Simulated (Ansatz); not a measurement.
# A failed many-body run on TiO2 (Rutile)

What is wrong with this input for TiO2 (Rutile)?

Method: G0W0 on r2SCAN, plane waves, PAW, in Ansatz 0.2.0.

**1. Starting point**

It takes space group P4_2/mnm (No. 136, tetragonal). Conventional cell: a = 4.592 Å, b = 4.592 Å, c = 2.957 Å, α = 90.00°, β = 90.00°, γ = 90.00°. Nearest to Ti lie 6 O at 1.95 to 1.98 Å. Nearest to O lie 3 Ti at 1.95 to 1.98 Å. Farther neighbours and most contacts between anions are not listed.

As a file:

```cif
data_structure
_symmetry_space_group_name_H-M 'P 1'
_symmetry_Int_Tables_number 1
_cell_length_a 4.5922
_cell_length_b 4.5922
_cell_length_c 2.9574
_cell_angle_alpha 90.000
_cell_angle_beta 90.000
_cell_angle_gamma 90.000
_cell_volume 62.37
loop_
_atom_site_label
_atom_site_type_symbol
_atom_site_fract_x
_atom_site_fract_y
_atom_site_fract_z
_atom_site_occupancy
Ti1 Ti 0.00000 0.00000 0.00000 1
Ti2 Ti 0.50000 0.50000 0.50000 1
O3 O 0.30496 0.30496 0.00000 1
O4 O 0.19504 0.80496 0.50000 1
O5 O 0.69504 0.69504 0.00000 1
O6 O 0.80496 0.19504 0.50000 1
```

The cell and positions come from the Crystallography Open Database and are kept as given unless a step says otherwise. The default PAW set here is soft_2. Its files were made with PBE.

**2. First try**

Contents of input.yaml:

```yaml
crystal:
  lattice:
    - [4.5922, 0.0, 0.0]
    - [0.0, 4.5922, 0.0]
    - [0.0, 0.0, 2.9574]
  atoms:
    - { symbol: Ti, position: [0.0, 0.0, 0.0] }
    - { symbol: Ti, position: [0.5, 0.5, 0.5] }
    - { symbol: O, position: [0.30496, 0.30496, 0.0] }
    - { symbol: O, position: [0.19504, 0.80496, 0.5] }
    - { symbol: O, position: [0.69504, 0.69504, 0.0] }
    - { symbol: O, position: [0.80496, 0.19504, 0.5] }
kpoints:
  mp_grid: { grid: [4, 4, 4] }
hamiltonian:
  xc: r2scan
scf:
  occupations: { method: fixed }
gw:
  n_empty_bands: 101
  ecut_chi: 10
  qp_bands: [v2, c2]
  qp_kpoints: band_edges
  screening: { model: contour_deformation }
```

Run with:

```sh
$ ansatz run input.yaml --threads 3 --pin off --max-ram 92160MiB --backend cuda --events-out ev --progress --plain --runs-dir out --devices 1 --max-vram 13GiB
```

Numbers of over 12 decimals in the logs are rounded to 6 here.

The log of the run:

```text
GPUs: using 1 of 1 available (devices: 1).
Engine: ansatz 0.2.0, x86_64-unknown-linux-gnu
Pseudopotentials: kind: paw
Pseudopotential: Ti, paw, valence charge 12, recommended cutoff 500 eV (meta_gga), Ti.paw.azcp
Pseudopotential: O, paw, valence charge 6, recommended cutoff 500 eV (meta_gga), O.paw.azcp
Functional definition: r2SCAN
  parameter k0 = 0.174
  parameter k1 = 0.065
  parameter a1 = 4.9479
  exchange = r2scan_x(k0 = k0, k1 = k1, a1 = a1)
  correlation = r2scan_c
device memory: the entry about to start is reckoned to put 1.2 GiB on a device that reports 19.3 GiB free (of which the cap on the GPU budget leaves the run 13.0 GiB)
GPU FFT provider: cuFFT
GPU libraries: cuBLAS 13.8.2, cuFFT 12.4.0, cuSOLVER 12.3.4
Crystal: 6 atoms, lattice volume = 62.367 Å³
Basis set: ecut = 500 eV, 1559 PW (Γ), exchange–correlation on 144×144×96 points (64 copies of the dense FFT grid, shifted against one another)
Bands: 30, of which v1, the nominal top of the filled ones, is band 24 counted from 1 (23 counted from 0)
Symmetry: 16 space group operations
Space group: P42/mnm (ITA 136), of the structure as read, at distance tolerance 4.0e-5 Å
k-points: 18 of 64
Non-local potential: Ti, projectors of the file, l = 0: 3, l = 1: 2, l = 2: 3, l = 3: 1
Non-local potential: O, projectors of the file, l = 0: 2, l = 1: 2, l = 2: 1
PAW form: soft (Blöchl's): semilocal exchange-correlation on the pseudo side does not see the compensation charge
PAW frozen core: Ti, regenerated for the run's functional (the file was generated under x = pbe(κ = 0.804, μ = 0.219515), c = pbe(β = 0.066725))
PAW frozen core: O, regenerated for the run's functional (the file was generated under x = pbe(κ = 0.804, μ = 0.219515), c = pbe(β = 0.066725))
PAW one-centre angular grid: Ti, 590 points (default); XC on 160 Gauss nodes
PAW one-centre angular grid: O, 302 points (default); XC on 160 Gauss nodes
Initial density: superposition of atomic densities (neutral atoms: chi_scale 0, normalization atom), corrected by the library's trained network
Initial wavefunctions: pseudopotential atomic-orbital guess
GPU buffer pool allocated for 31104 grid points (all kernels)
GPU transforms: local potential and band sums: pruned to the plane-wave sphere, on 36×36×24
Functional: x = r2scan, c = r2scan; τ floored in thin density (d = 2e-4 eV/Å³)
SCF iter   1: F=—  HF=-7292.551609 eV  |F-HF|=—  |Δ(HF+E_count)|=         —  Δρ=2.78e-2  dr2=5.61e-1  dr2_τ=3.89e-1  ethr=1.77e-3  ⟨swp⟩=4.0  Hψ=2039  notcnv=0  defer=49
preconditioner: auto → Resta (q_TF=auto, 2.612 Å⁻¹)  ε∞=7.3  [insulator: Δε(μ)=2.747 eV  Ē_g=10.566 eV  n_scr=18 (ndim 8)  ℏωp=26.6 eV  f_vac=0.016  ε∞_Penn≈7.3]
SCF iter   2: F=—  HF=-7292.570788 eV  |F-HF|=—  |Δ(HF+E_count)|=   1.92e-2  Δρ=1.22e-2  dr2=4.45e-2  dr2_τ=2.86e-2  ethr=1.17e-3  ⟨swp⟩=3.0  Hψ=1177  notcnv=0  defer=36
SCF iter   3: F=—  HF=-7292.565433 eV  |F-HF|=—  |Δ(HF+E_count)|=   5.36e-3  Δρ=4.07e-3  dr2=6.15e-3  dr2_τ=5.46e-4  ethr=9.27e-5  ⟨swp⟩=2.0  Hψ=831  notcnv=0  defer=69
SCF iter   4: F=—  HF=-7292.565249 eV  |F-HF|=—  |Δ(HF+E_count)|=   1.84e-4  Δρ=1.18e-3  dr2=4.38e-4  dr2_τ=1.07e-4  ethr=1.28e-5  ⟨swp⟩=2.0  Hψ=754  notcnv=0  defer=72
SCF iter   5: F=—  HF=-7292.565313 eV  |F-HF|=—  |Δ(HF+E_count)|=   6.40e-5  Δρ=1.83e-4  dr2=2.41e-5  dr2_τ=1.42e-6  ethr=9.13e-7  ⟨swp⟩=2.0  Hψ=756  notcnv=0  defer=72
SCF iter   6: F=—  HF=-7292.565317 eV  |F-HF|=—  |Δ(HF+E_count)|=   4.97e-6  Δρ=4.53e-5  dr2=1.81e-6  dr2_τ=8.46e-8  ethr=5.03e-8  ⟨swp⟩=2.0  Hψ=964  notcnv=0  defer=38
SCF iter   7: F=—  HF=-7292.565318 eV  |F-HF|=—  |Δ(HF+E_count)|=   8.41e-8  Δρ=1.79e-5  dr2=2.35e-7  dr2_τ=1.16e-8  ethr=3.78e-9  ⟨swp⟩=2.1  Hψ=733  notcnv=0  defer=38
SCF iter   8: F=-7292.565318 eV  HF=-7292.565318 eV  |F-HF|=1.97e-9  |Δ(HF+E_count)|=   1.35e-8  Δρ=2.38e-6  dr2=3.90e-9  dr2_τ=6.31e-11  ethr=2.08e-10  ⟨swp⟩=7.3  Hψ=1590  notcnv=0
SCF 1 converged in 8 iterations: F = -7292.565318 eV  dr2 = 3.90e-9
[...]
k-point 2: bands = [... 20 lower, 6.4250, 6.4250, 7.3489, 7.3489, 12.1265, 12.1265, 12.3671, 12.3671, ... 2 higher]
  k-point 17: bands = [... 20 lower, 7.5119, 7.5119, 8.1172, 8.1172, 11.7589, 11.7589, 12.4063, 12.4063, ... 2 higher]
--- G₀W₀: contour deformation, 6 samples at zero and on the imaginary axis and 1 off it, 64 q-points, 101 empty bands' worth ---
  eigenvalues of the whole cell's RPA ε∞ on this k-mesh (on a slab, of 1 + 4πα/V) = 6.6035, 6.6035, 8.1446; static W/v taken at q = 0 is 0.135350
  bands read: the sum over 125 bands ends inside a degenerate multiplet in 12 slots, whose members it reads at an even weight; the widest, k=1: bands 125 to 126 (counted from 1) at 1/2 each
  gw.qp_kpoints: band_edges: 18 of 18 stored k-points solved, in 2 passes; an edge of the gap read off the rows below is read off those points alone
  `?` marks the rows in doubt; gw_qp.tsv's column doubts and the gw_qp event give each row's grounds
    ik  band        ε_KS         Σx   Σc(E_QP)       V_xc       Z   E_QP_lin       E_QP  E_QP is
     0    23      8.3509   -26.2581     3.6210   -22.0039  0.8124     7.7118     7.7177  root
     0    24      8.8226   -26.2061     3.9175   -21.7509  0.8047     8.2803     8.2849  root
     0    25     11.0483   -13.2293    -5.0895   -21.3315  0.7980    14.2715    14.0611  root ?
     0    26     11.3853   -13.2659    -5.0391   -21.0216  0.7957    14.2762    14.1019  root ?
     1    23      7.3187   -25.3341     3.6253   -21.3622  0.8023     6.9702     6.9722  root
     1    24      8.3372   -25.6064     3.9361   -20.9886  0.8006     7.6474     7.6555  root
     1    25     11.4020   -13.2831    -5.1698   -21.5197  0.7928    14.6906    14.4688  root ?
     1    26     11.7430   -13.8232    -5.2982   -22.1060  0.7923    14.9684    14.7276  root ?
     2    23      7.3489   -25.7936     4.1631   -21.0013  0.7949     6.7122     6.7197  root
     2    24      7.3489   -25.7936     4.1631   -21.0013  0.7949     6.7122     6.7197  root
     2    25     12.1265   -14.3787    -5.3203   -22.4896  0.7805    15.1719    14.9171  root ?
     2    26     12.1265   -14.3787    -5.3203   -22.4896  0.7805    15.1719    14.9171  root ?
     3    23      7.9729   -25.7057     3.7601   -21.3790  0.8036     7.4010     7.4064  root
     3    24      8.5818   -26.0242     3.9465   -21.4765  0.8031     7.9746     7.9806  root
     3    25     11.3460   -13.5485    -5.1142   -21.5507  0.7935    14.4354    14.2341  root ?
     3    26     11.7072   -13.4372    -5.2286   -21.2917  0.7873    14.5267    14.3331  root ?
     4    23      7.4742   -25.0806     3.8684   -20.7695  0.7953     7.0280     7.0315  root
     4    24      8.2711   -25.7722     3.9558   -21.1420  0.8010     7.5888     7.5967  root
     4    25     11.3708   -13.1952    -5.1483   -21.3569  0.7940    14.5967    14.3842  root ?
     4    26     12.0734   -14.2437    -5.3599   -22.4793  0.7859    15.1980    14.9492  root ?
     5    23      7.1641   -24.9968     4.0988   -20.3439  0.7887     6.6036     6.6100  root
     5    24      7.1641   -24.9968     4.0988   -20.3439  0.7887     6.6036     6.6100  root
     5    25     11.6166   -13.9884    -4.9905   -21.7702  0.7909    14.6128    14.4078  root ?
     5    26     11.6166   -13.9884    -4.9905   -21.7702  0.7909    14.6128    14.4078  root ?
     6    23      8.0523   -25.6220     4.0002   -20.9677  0.7987     7.3905     7.3982  root
     6    24      8.0523   -25.6220     4.0002   -20.9677  0.7987     7.3905     7.3982  root
     6    25     11.7378   -13.6142    -5.3148   -21.6626  0.7860    14.6904    14.4716  root ?
     6    26     11.7378   -13.6142    -5.3148   -21.6626  0.7860    14.6904    14.4716  root ?
[...]
15    24      7.7267   -26.1711     3.7172   -21.7821  0.8095     7.0478     7.0550  root
[...]
15    26     11.0929   -13.4291    -4.9993   -21.3677  0.7993    14.2312    14.0322  root ?
    16    23      7.4178   -26.1718     3.9890   -21.4926  0.8019     6.7190     6.7275  root
    16    24      7.4178   -26.1718     3.9890   -21.4926  0.8019     6.7190     6.7275  root
    16    25     11.8750   -13.8570    -5.4473   -22.2948  0.7872    15.1305    14.8655  root ?
    16    26     11.8750   -13.8570    -5.4473   -22.2948  0.7872    15.1305    14.8655  root ?
    17    23      8.1172   -26.2753     3.9078   -21.7532  0.8053     7.4968     7.5030  root
    17    24      8.1172   -26.2753     3.9078   -21.7532  0.8053     7.4968     7.5030  root
    17    25     11.7589   -13.6648    -5.1853   -21.6539  0.7879    14.7837    14.5628  root ?
    17    26     11.7589   -13.6648    -5.1853   -21.6539  0.7879    14.7837    14.5628  root ?
[key lines of the parts left out:]
SCF converged after 8 iterations
Free energy (F): -7292.565318 eV
Fermi energy:    8.822623 eV
```

It took 14 s on 1 × NVIDIA H100 80GB HBM3 (shared by 6 runs) with 3 threads of AMD EPYC 7R13 (Zen 3), shared host; peak memory 1.2 GiB.

**What went wrong?**

The run ended normally, though the input holds a fault or crude settings.

The fault: screening cutoff of 10 eV. Nearly all local fields and short-range correlation are left out.

It printed a gap of 5.74 eV, which is an artefact of the settings.

**3. A better input**

Now the one-shot GW correction: screening in the RPA, then the self-energy of the levels asked for.

Changes to input.yaml since step 2:

```diff
@@ -13,3 +13,3 @@
 kpoints:
-  mp_grid: { grid: [4, 4, 4] }
+  mp_grid: { grid: [4, 4, 6] }
 hamiltonian:
@@ -19,4 +19,4 @@
 gw:
-  n_empty_bands: 101
-  ecut_chi: 10
+  n_empty_bands: 229
+  ecut_chi: 138
   qp_bands: [v2, c2]
```

The log of the run:

```text
GPUs: using 1 of 1 available (devices: 1).
[...]
GPU FFT provider: cuFFT
GPU libraries: cuBLAS 13.8.2, cuFFT 12.4.0, cuSOLVER 12.3.4
Crystal: 6 atoms, lattice volume = 62.367 Å³
Basis set: ecut = 500 eV, 1559 PW (Γ), exchange–correlation on 144×144×96 points (64 copies of the dense FFT grid, shifted against one another)
Bands: 30, of which v1, the nominal top of the filled ones, is band 24 counted from 1 (23 counted from 0)
Symmetry: 16 space group operations
[...]
k-points: 24 of 96
[...]
GPU buffer pool allocated for 31104 grid points (all kernels)
[...]
SCF iter   1: F=—  HF=-7292.561013 eV  |F-HF|=—  |Δ(HF+E_count)|=         —  Δρ=2.75e-2  dr2=5.50e-1  dr2_τ=3.86e-1  ethr=1.77e-3  ⟨swp⟩=4.0  Hψ=2734  notcnv=0  defer=50
[...]
0    23      8.3477   -26.2433     4.3164   -22.0046  0.7296     8.4252     8.4253  root
     0    24      8.8197   -26.2042     4.5257   -21.7520  0.7188     8.8932     8.8933  root
     0    25     11.0506   -13.2820    -6.9625   -21.3328  0.7284    12.1636    12.1389  root
     0    26     11.3863   -13.2804    -6.7194   -21.0221  0.7290    12.4306    12.4086  root
     1    23      7.8346   -25.6077     4.0278   -21.6387  0.7275     7.8933     7.8934  root
     1    24      8.6460   -26.0914     4.6645   -21.4835  0.7172     8.7026     8.7027  root
     1    25     11.4399   -13.1800    -7.3003   -21.5185  0.7149    12.5033    12.4780  root
     1    26     11.5923   -13.6987    -6.9148   -21.6967  0.7245    12.7013    12.6754  root
[...]
23    23      8.1144   -26.2696     4.5298   -21.7532  0.7237     8.1277     8.1277  root
    23    24      8.1144   -26.2696     4.5298   -21.7532  0.7237     8.1277     8.1277  root
    23    25     11.7617   -13.6720    -6.9668   -21.6522  0.7104    12.8001    12.7751  root
    23    26     11.7617   -13.6720    -6.9668   -21.6522  0.7104    12.8001    12.7751  root
[key lines of the parts left out:]
SCF converged after 8 iterations
Free energy (F): -7292.576821 eV
Fermi energy:    8.819662 eV
```

It took 35 s on 1 × NVIDIA H100 80GB HBM3 (shared by 6 runs) with 3 threads; peak memory 1.5 GiB; 63 s of CPU time.

Numbers from this step:

```
bands summed                                 : 253
RPA ε∞ on this mesh (eigenvalues)            : 6.288, 6.288, 7.491
plane waves in the screening matrix          : 217
q-points in the mesh                         : 96
G0W0 gap on the mesh                         : 3.202 eV
k of the valence top                         : 0, 0, 0
k of the conduction bottom                   : 0, -0.5, -0.5
starting gap on the mesh                     : 2.231 eV
Z at the valence top                         : 0.7188
Z at the conduction bottom                   : 0.7267
least direct G0W0 gap on the computed points : 3.246 eV
```

The gap on the mesh goes from 2.23 eV to 3.20 eV, a correction of +0.97 eV, though a band edge has moved to another state.

**4. What came out**

```
first try  : converged after 14 s
better run : G0W0 gap on the mesh 3.20 eV (4×4×6 mesh, 229 empty bands, screening to 138 eV)
```

What this shows: The second run differs in: mesh, empty bands and screening cutoff (eV). Bands and cutoff are finite, so the gap is not at the basis limit. The miss can reach some tenths of an eV and take either sign; the mesh is an error of its own.

[Paths, hosts, dates, memory and timing lines, banners, echoed tables and standing remarks are left out of the program output.]

[Logs are printed without paths, hosts, clocks, repeated set-up lines and the standing remarks that a program may print on its own settings, such as how far it seeks lower states.]

[Runs of the session that timed out or met a known fault of the program may be left out.]

[Cells called generated may have been cut or substituted from an entry of the Crystallography Open Database or the Materials Project.]

[Hosts, paths, dates, database ids (printed as entryN), source tags and the programs' standing remarks are cut or masked in the printed files.]
